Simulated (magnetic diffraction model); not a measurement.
# DyCo2SiB: what an assumed order does to the neutron pattern

Space group Cmcm (no. 63), a = 3.7070 Å, b = 10.6180 Å, c = 6.7270 Å.

| site | atom | x | y | z |
| --- | --- | --- | --- | --- |
| 4c | Dy | 1/2 | 0.4508 | 1/4 |
| 8f | Co | 1/2 | 0.1636 | 0.4446 |
| 4c | Si | 1/2 | 0.2712 | 3/4 |
| 4b | B | 1/2 | 0 | 1/2 |

The compound is invented for this exercise: a known structure type with other elements, its cell scaled to their sizes and not relaxed.

Only Dy and Co are taken to order (form factors of Dy3+ and Co2+); orders and moment sizes are assumed, and not adapted to the symmetry. Radiation: neutrons of λ = 2.567 Å (absorption by B and Dy left out), 8° to 90°; isotropic B of 0.1 Å² (Dy), 0.17 Å² (Co), 0.2 Å² (Si) and 0.18 Å² (B). Simulated constant-wavelength pattern: nuclear and magnetic terms add, the magnetic one as |2.695 fm × Σ f S⊥ exp(2πi Q·r) exp(−B s²)|², summed over all Q at one angle with the factor 1/(sin²θ cos θ). For collinear order S is the moment m, which repeats by lattice and centring translations R with the sign exp(−2πi k·R). Free-ion form factors, Sears's scattering lengths of 1992, no absorption; a label names one of the reflections at its angle. The strongest nuclear line in the range is 100, and lines under 0.2 are left out.

Assume the order k = (1/2 1/2 1), collinear moments along [100], 5.8 μB on Dy and 1.51 μB on Co; signs + at (1/2, 0.4508, 1/4), + at (0, 0.0492, 3/4), + at (1/2, 0.1636, 0.4446), − at (1/2, 0.1636, 0.0554), + at (0, 0.3364, 0.5554), − at (0, 0.3364, 0.9446).

Q: Where does magnetic intensity appear, and how strong is it?

| 2θ (°) | index | nuclear | magnetic |
| --- | --- | --- | --- |
| 27.98 | (0 2 0) | 30.0 | 0.0 |
| 29.04 | (1/2 -3/2 0) | 0.0 | 4.0 |
| 30.69 | (1/2 1/2 1) | 0.0 | 44.9 |
| 35.88 | (0 2 1) | 12.0 | 0.0 |
| 36.73 | (1/2 -3/2 1) | 0.0 | 26.5 |
| 40.76 | (1/2 5/2 0) | 0.0 | 7.0 |
| 43.03 | (1 1 0) | 12.9 | 0.0 |
| 44.87 | (0 0 2) | 11.1 | 0.0 |
| 46.80 | (1/2 5/2 1) | 0.0 | 15.0 |
| 48.84 | (1 1 1) | 1.7 | 0.0 |
| 50.09 | (1/2 1/2 -2) | 0.0 | 0.9 |
| 53.71 | (0 2 2) | 4.5 | 0.0 |
| 54.33 | (1/2 -3/2 2) | 0.0 | 5.1 |
| 54.40 | (1/2 -7/2 0) | 0.0 | 6.9 |
| 57.83 | (0 4 0) | 6.8 | 0.0 |
| 59.38 | (1/2 -7/2 1) | 0.0 | 5.5 |
| 60.18 | (1 3 0) | 6.5 | 0.0 |
| 62.21 | (1/2 5/2 2) | 0.0 | 7.1 |
| 62.64 | (0 4 1) | 34.1 | 0.0 |
| 63.91 | (1 1 2) | 100.0 | 0.0 |
| 64.89 | (1 3 1) | 52.0 | 0.0 |
| 67.64 | (3/2 -1/2 1) | 0.0 | 1.9 |
| 69.62 | (1/2 9/2 0) | 0.0 | 5.5 |
| 71.22 | (3/2 3/2 1) | 0.0 | 1.9 |
| 73.09 | (1/2 -7/2 2) | 0.0 | 8.2 |
| 73.87 | (3/2 -5/2 0) | 0.0 | 0.7 |
| 73.89 | (1/2 1/2 3) | 0.0 | 10.2 |
| 74.01 | (1/2 9/2 1) | 0.0 | 0.3 |
| 76.04 | (0 4 2) | 2.5 | 0.0 |
| 76.83 | (0 2 3) | 10.7 | 0.0 |
| 77.35 | (1/2 -3/2 3) | 0.0 | 7.4 |
| 78.11 | (1 3 2) | 13.5 | 0.0 |
| 78.17 | (3/2 -5/2 1) | 0.0 | 1.9 |
| 84.06 | (3/2 3/2 2) | 0.0 | 0.9 |
| 84.11 | (3/2 7/2 0) | 0.0 | 1.3 |
| 84.14 | (1/2 5/2 3) | 0.0 | 4.3 |
| 85.66 | (1 1 3) | 0.8 | 0.0 |
| 86.73 | (1/2 9/2 2) | 0.0 | 7.8 |
| 86.79 | (1/2 -11/2 0) | 0.0 | 3.7 |
| 87.65 | (2 0 0) | 29.2 | 0.0 |
| 88.30 | (3/2 7/2 1) | 0.0 | 1.1 |
| 88.30 | (1 5 0) | 1.1 | 0.0 |

The strongest magnetic line in the range is (1/2 1/2 1) at 30.69° (44.9). On top of the Lorentz factor, which all lines share, magnetic lines fade with angle because f falls: for Dy3+ it is 0.96, 0.84, 0.69 and 0.41 at sin θ/λ = 0.1, 0.2, 0.3 and 0.5 Å⁻¹, while nuclear lengths stay constant. The order has no net moment.
